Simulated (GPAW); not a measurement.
# BN in line between two Ru chains: transmission at several levels, part 2 of 2

Aim: T(E), conductance and thermopower of BN in line between two Ru chains, and what cheaper settings cost in accuracy.

GPAW 26.7.0; GPAW LCAO, PAW setups; Landauer transmission from Green's functions with principal layers (ASE), zero bias.

So far, transmission at the Fermi level (one spin): step 2 (double-zeta polarised basis) 1.66; step 3 (basis szp(dzp)) 1.66; step 4 (basis sz(dzp)) 1.68.

## 5. revPBE in the dzp basis: xc = "revPBE"

Back in the dzp basis, the functional changes from PBE to revPBE, to set the spread between functionals beside that between bases.

File run.py:

```python
import json
import numpy as np
from ase import Atoms
from ase.transport.calculators import TransportCalculator
from gpaw import GPAW, FermiDirac
from gpaw.lcao.tools import get_lcao_hamiltonian
from scipy.linalg import eigh

# The junction with lead layers at both ends, along the third cell vector
device = Atoms(
    ['Ru', 'Ru', 'Ru', 'Ru', 'Ru', 'Ru', 'Ru', 'B', 'N', 'Ru', 'Ru', 'Ru', 'Ru', 'Ru', 'Ru', 'Ru'],
    positions=[
        [4.50000, 4.50000, 1.12500],
        [4.50000, 4.50000, 3.37500],
        [4.50000, 4.50000, 5.62500],
        [4.50000, 4.50000, 7.87500],
        [4.50000, 4.50000, 10.12500],
        [4.50000, 4.50000, 12.37500],
        [4.50000, 4.50000, 14.62500],
        [4.50000, 4.50000, 16.51060],
        [4.50000, 4.50000, 17.79060],
        [4.50000, 4.50000, 19.50000],
        [4.50000, 4.50000, 21.75000],
        [4.50000, 4.50000, 24.00000],
        [4.50000, 4.50000, 26.25000],
        [4.50000, 4.50000, 28.50000],
        [4.50000, 4.50000, 30.75000],
        [4.50000, 4.50000, 33.00000]],
    cell=[[9.0, 0.0, 0.0], [0.0, 9.0, 0.0], [0.0, 0.0, 34.125]],
    pbc=True)

# One principal layer of the lead: the first 5 atoms of the device
lead = Atoms(
    ['Ru', 'Ru', 'Ru', 'Ru', 'Ru'],
    positions=[
        [4.50000, 4.50000, 1.12500],
        [4.50000, 4.50000, 3.37500],
        [4.50000, 4.50000, 5.62500],
        [4.50000, 4.50000, 7.87500],
        [4.50000, 4.50000, 10.12500]],
    cell=[[9.0, 0.0, 0.0], [0.0, 9.0, 0.0], [0.0, 0.0, 11.25]],
    pbc=True)

settings = dict(mode='lcao', basis='dzp', xc='revPBE', h=0.18,
                occupations=FermiDirac(0.1), maxiter=250,
                mixer=dict(beta=0.1, nmaxold=8, weight=100.0),
                convergence=dict(density=0.0001))
energies = np.arange(-3, 3 + 1e-9, 0.075)
eta = 0.0001
n1, n2 = 1, 1
# k and -k transmit alike, so half of the mesh across the current serves
mesh = [(i, j) for i in range(n1) for j in range(n2) if (i, j) <= (-i % n1, -j % n2)]
weights = np.array([1 if (i, j) == (-i % n1, -j % n2) else 2 for i, j in mesh]) / (n1 * n2)


def ground_state(atoms, size, txt):
    atoms.calc = GPAW(kpts={'size': size, 'gamma': True}, symmetry={'tolerance': 1e-3}, txt=txt, **settings)
    atoms.get_potential_energy()
    return atoms.calc.get_fermi_level()


def blocks(atoms, fermi, points, nz, cells):
    """H - E_F S and S between cell 0 and the cells above it, at each point across the current."""
    kz = np.arange(nz) / nz
    calc = atoms.calc.fixed_density(kpts=[(*k, z) for k in points for z in kz], symmetry='off', txt=None)
    H, S = get_lcao_hamiltonian(calc)
    H = (H - fermi * S).reshape(len(H), len(points), nz, *S.shape[1:])
    S = S.reshape(H.shape[1:])
    phases = [np.exp(-2j * np.pi * kz * R) / nz for R in cells]
    return [(np.einsum('skzij,z->ksij', H, p), np.einsum('kzij,z->kij', S, p)) for p in phases]


def pair(a, b):
    return np.block([[a, b], [b.T.conj(), a]])


def count_channels(h, s, cells, nk=240):
    """Half the number of times that the lead's bands cross each energy, unfolded to its shortest repeat."""
    b = len(h) // cells
    bands = []
    for k in (np.arange(nk + 1) + 0.5) / nk:
        hk, sk = h[:b, :b].copy(), s[:b, :b].copy()
        for R in range(1, cells):
            phase, block = np.exp(2j * np.pi * k * R), slice(R * b, (R + 1) * b)
            hk += h[:b, block] * phase + (h[:b, block] * phase).T.conj()
            sk += s[:b, block] * phase + (s[:b, block] * phase).T.conj()
        bands.append(eigh(hk, sk, eigvals_only=True))
    below = np.array(bands)[:, :, None] < energies
    return (below[1:] != below[:-1]).sum((0, 1)) / 2


fermi_lead = ground_state(lead, (1, 1, 10), 'lead.txt')
fermi_device = ground_state(device, (1, 1, 3), 'device.txt')
T, channels, eigen, tail, misfit, shifts = [], [], [], 0.0, 0.0, []
for first in range(0, len(mesh), 434):
    points = [(i / n1, j / n2) for i, j in mesh[first:first + 434]]
    (H0k, S0k), (H1k, S1k), (H2k, _) = blocks(lead, fermi_lead, points, 5, range(3))
    [(Hk, Sk)] = blocks(device, fermi_device, points, 2, [0])
    tail = max(tail, abs(H2k).max())
    for H0, S0, H1, S1, H, S in zip(H0k, S0k, H1k, S1k, Hk, Sk):
        n = len(S0)
        # Shift the lead onto the potential of the device's first layer
        shift = ((H[:, 0, 0] - H0[:, 0, 0]) / S0[0, 0]).real.mean()
        shifts.append(shift)
        misfit = max(misfit, abs(H[:, :n, :n] - H0 - shift * S0).max())
        Tk, Ck, Ek = [], [], []
        for s in range(len(H)):
            t = s % len(H0)  # a lead without moments serves both spins
            h1, s1 = pair(H0[t] + shift * S0, H1[t] + shift * S1), pair(S0, S1)
            leads = dict(h1=h1, s1=s1, energies=energies, eta=eta, eta1=eta, eta2=eta)
            calc = TransportCalculator(h=H[s], s=S, eigenchannels=3, **leads)
            Tk.append(calc.get_transmission())
            Ek.append(np.sort(calc.eigenchannels_ne, axis=0)[::-1])
            Ck.append(count_channels(h1, s1, 10))
        T.append(Tk)
        channels.append(Ck)
        eigen.append(Ek)
T, channels = np.array(T), np.array(channels)
mean, open_channels = np.einsum('kse,k->se', T, weights), np.einsum('kse,k->se', channels, weights)

print(f'basis functions: device {len(S)}, principal layer {n}')
print(f'Fermi level: lead {fermi_lead:.4f} eV, device {fermi_device:.4f} eV; lead shifted by {np.mean(shifts):.4f} eV')
print(f'largest coupling past the next layer {tail:.2e} eV, largest misfit of the first layer {misfit:.3f} eV')
print('  E-E_F (eV)   ' + 'T (one spin)  channels')
for e, t, c in zip(energies, mean.T, open_channels.T):
    print(f'{e:10.3f}  ', *[f'{x:11.4e}' for x in t], *[f'{x:9.4f}' for x in c])

kT = 8.617333e-5 * 300
fine = np.linspace(energies[0], energies[-1], 4001)
both = np.exp(np.interp(fine, energies, np.log(np.maximum(mean.sum(0) * 2 / len(mean), 1e-30))))
fermi = lambda mu: 1 / (1 + np.exp(np.clip((fine - mu) / kT, -200, 200)))
slope = fermi(0) * (1 - fermi(0)) / kT
G = np.trapezoid(both * slope, fine) / 2
seebeck = -np.trapezoid(both * slope * fine, fine) / (2 * G * 300) * 1e6
print(f'conductance at 300 K: {G:.5g} G0 a cell; thermopower {seebeck:.4g} uV/K')
bias = [0.1, 0.2, 0.5, 1.0, 1.5, 2.0]
current = [38.74 * np.trapezoid(both * (fermi(V / 2) - fermi(-V / 2)), fine) for V in bias]
for V, I in zip(bias, current):
    print(f'current from the zero-bias T(E) at {V} V: {I:.5g} uA')
zero = abs(energies).argmin()
json.dump(dict(energies=energies.tolist(), T=mean.tolist(), channels=open_channels.tolist(), G=G, seebeck=seebeck,
               bias=bias, current=current, tail=tail, misfit=misfit, shift=np.mean(shifts), n_device=len(S), n_lead=n,
               fermi=[fermi_lead, fermi_device], energy=device.get_potential_energy(),
               moments=device.get_magnetic_moments().tolist(), mesh=mesh, weights=weights.tolist(),
               T_k=T[:, :, zero].tolist(), eigen=np.array(eigen[0]).tolist()), open('result.json', 'w'))
```

Launch:

```
OMP_NUM_THREADS=1 OPENBLAS_NUM_THREADS=1 python run.py
```

Output:

```text
basis functions: device 432, principal layer 145
Fermi level: lead -3.3309 eV, device -3.4083 eV; lead shifted by 0.0020 eV
largest coupling past the next layer 2.01e-05 eV, largest misfit of the first layer 0.084 eV
  E-E_F (eV)   T (one spin)  channels
    -3.000    6.1945e-01    3.0000
    -2.925    6.5491e-01    3.0000
    -2.850    6.9196e-01    3.0000
[...]
2.925    1.1368e+00    3.0000
     3.000    1.1005e+00    3.0000
conductance at 300 K: 1.6538 G0 a cell; thermopower -0.8269 uV/K
current from the zero-bias T(E) at 0.1 V: 12.81 uA
current from the zero-bias T(E) at 0.2 V: 25.604 uA
current from the zero-bias T(E) at 0.5 V: 63.717 uA
current from the zero-bias T(E) at 1.0 V: 125.66 uA
current from the zero-bias T(E) at 1.5 V: 185.14 uA
current from the zero-bias T(E) at 2.0 V: 242.15 uA
```

It took 12 min on 1 thread of Arm Neoverse N1, shared host; peak memory 2 GiB.

This step gave:

```yaml
conductance: 1.654 G₀
largest_coupling_past_the_next_principal_layer: 2.01e-5 eV
largest_misfit_of_the_first_principal_layer: 0.08445 eV
shift_that_aligns_the_lead: 0.001964 eV
basis_functions_of_the_junction: 432
basis_functions_of_a_principal_layer: 145
transmission_at_the_fermi_level_one_spin: 1.655
```

The conductance equals that of the dzp run to 0.2 %.

## 6. The ladder

Times are for 1 thread of Arm Neoverse N1, shared host. The series side by side:

| no. | run | conductance (G₀) | time | memory (GiB) |
| --- | --- | --- | --- | --- |
| 1 | dzp | 1.655 | 11 min | 2.0 |
| 2 | szp | 1.656 | 8.1 min | 1.9 |
| 3 | sz | 1.677 | 5.3 min | 1.8 |
| 4 | dzp revPBE | 1.654 | 12 min | 2.0 |

## 7. Comparison

The curves are compared point by point over the common energies.

This step: comparison of transmission and cost over codes and levels (GPAW 26.7.0).

Ladder, by row:

| step | code | T at the Fermi level (sum over the listed spins) | conductance (G0) | r.m.s. T(E) from the first | wall time (s) | peak memory (GiB) | threads |
| --- | --- | --- | --- | --- | --- | --- | --- |
| dzp | GPAW | 1.656 | 1.655 | 0 | 662.5 | 2.01 | 1 |
| szp | GPAW | 1.657 | 1.656 | 0.204 | 486.7 | 1.91 | 1 |
| sz | GPAW | 1.678 | 1.677 | 0.2516 | 318.8 | 1.81 | 1 |
| dzp-revPBE | GPAW | 1.655 | 1.654 | 0.03219 | 714 | 2.01 | 1 |

Transmission, zone mean, sum over the listed spins against energy, zero at the Fermi level:

| energy (eV) | dzp | szp | sz | dzp-revPBE |
| --- | --- | --- | --- | --- |
| -3.0000 | 0.611 | 0.619 | 0.674 | 0.619 |
| -2.7750 | 0.719 | 0.741 | 0.796 | 0.730 |
| -2.4750 | 0.855 | 0.876 | 0.918 | 0.866 |
| -2.2500 | 0.917 | 0.932 | 0.964 | 0.928 |
| -2.0250 | 0.959 | 0.971 | 0.999 | 0.969 |
| -1.7250 | 1.04 | 1.05 | 1.08 | 1.05 |
| -1.5000 | 1.13 | 1.14 | 1.17 | 1.14 |
| -1.2750 | 1.24 | 1.24 | 1.27 | 1.24 |
| -0.9750 | 1.34 | 1.34 | 1.37 | 1.35 |
| -0.7500 | 1.41 | 1.41 | 1.44 | 1.42 |
| -0.5250 | 1.48 | 1.48 | 1.51 | 1.49 |
| -0.2250 | 1.59 | 1.59 | 1.61 | 1.59 |
| 0.0000 | 1.66 | 1.66 | 1.68 | 1.66 |
| 0.1500 | 1.67 | 1.67 | 1.70 | 1.67 |
| 0.2250 | 1.67 | 1.67 | 1.70 | 1.67 |
| 0.5250 | 1.63 | 1.61 | 1.67 | 1.64 |
| 0.7500 | 1.58 | 1.55 | 1.61 | 1.59 |
| 0.9750 | 1.54 | 1.49 | 1.56 | 1.54 |
| 1.2750 | 1.48 | 1.41 | 1.48 | 1.49 |
| 1.5000 | 1.43 | 1.32 | 1.39 | 1.42 |
| 1.7250 | 1.30 | 1.13 | 1.18 | 1.29 |
| 2.0250 | 0.944 | 0.468 | 0.261 | 0.910 |
| 2.2500 | 0.0534 | 0.0490 | 0.0566 | 0.0556 |
| 2.4750 | 0.0502 | 0.0462 | 0.0546 | 0.0522 |
| 2.7000 | 1.20 | 0.0445 | 0.0534 | 1.21 |
| 2.7750 | 1.19 | 0.998 | 0.0530 | 1.20 |
| 3.0000 | 1.10 | 1.02 | 1.03 | 1.10 |

## 8. Smearing 0.2, functional PBEsol

Smearing helps the SCF of a metal converge, but it blurs occupations at band edges near the Fermi level. The functional moves levels against the Fermi level.

This step: GPAW LCAO, PAW setups; Landauer transmission from Green's functions with principal layers (ASE), zero bias (GPAW 26.7.0).

Changes to run.py since step 5:

```diff
@@ -43,4 +43,4 @@
 
-settings = dict(mode='lcao', basis='dzp', xc='revPBE', h=0.18,
-                occupations=FermiDirac(0.1), maxiter=250,
+settings = dict(mode='lcao', basis='dzp', xc='PBEsol', h=0.18,
+                occupations=FermiDirac(0.2), maxiter=250,
                 mixer=dict(beta=0.1, nmaxold=8, weight=100.0),
```

Output:

```text
FileNotFoundError: Could not find required PAW dataset file "Ru.PBEsol".
```

Run time: 1.3 s. Hardware: 1 thread; peak memory 0.1 GiB.

The program refused the input before any cycle.

The program's message: “FileNotFoundError: Could not find required PAW dataset file "Ru.PBEsol".”

## 9. Outcome

| Item | Value |
| --- | --- |
| conductance | 1.65 G₀ |
| transmission at the Fermi level, mean of the spins | 1.66 |
| thermopower | about 0 (under 1.5 μV/K) |

**Reading.** In the dzp basis the junction conducts 1.65 G₀ at 300 K, with T = 1.66 a spin at the Fermi level; the sz basis reaches that conductance within 10 %. At the Fermi level the three most open eigenchannels pass 0.75, 0.75 and 0.15. Measured against the first run (dzp), the nearest curve is that of dzp-revPBE (r.m.s. 0.032) and the farthest that of sz (0.25). Over the compared runs wall time goes from 319 s (sz) to 714 s (dzp-revPBE), on a shared host. The geometry was built from estimated bond lengths and not relaxed, so the numbers describe this model structure. The run had no spin polarisation, so a magnetic state, which chains and small molecules with open shells often have, wasn't tested. An evenly spaced straight chain is an idealisation: free chains tend to dimerise, zigzag or, where a band edge lies near the Fermi level, turn magnetic. The currents use the zero-bias T(E) throughout, which holds only while the bias is small against the distance to the nearest feature. The energy step is wider than the thermal energy, so the conductance and thermopower rest on interpolation of T(E).

[Logs are printed without paths, hosts, clocks, repeated set-up lines and the standing remarks that a program may print on its own settings, such as how far it seeks lower states.]

[Hosts, paths, dates, database ids (printed as entryN), source tags and the programs' standing remarks are cut or masked in the printed files.]
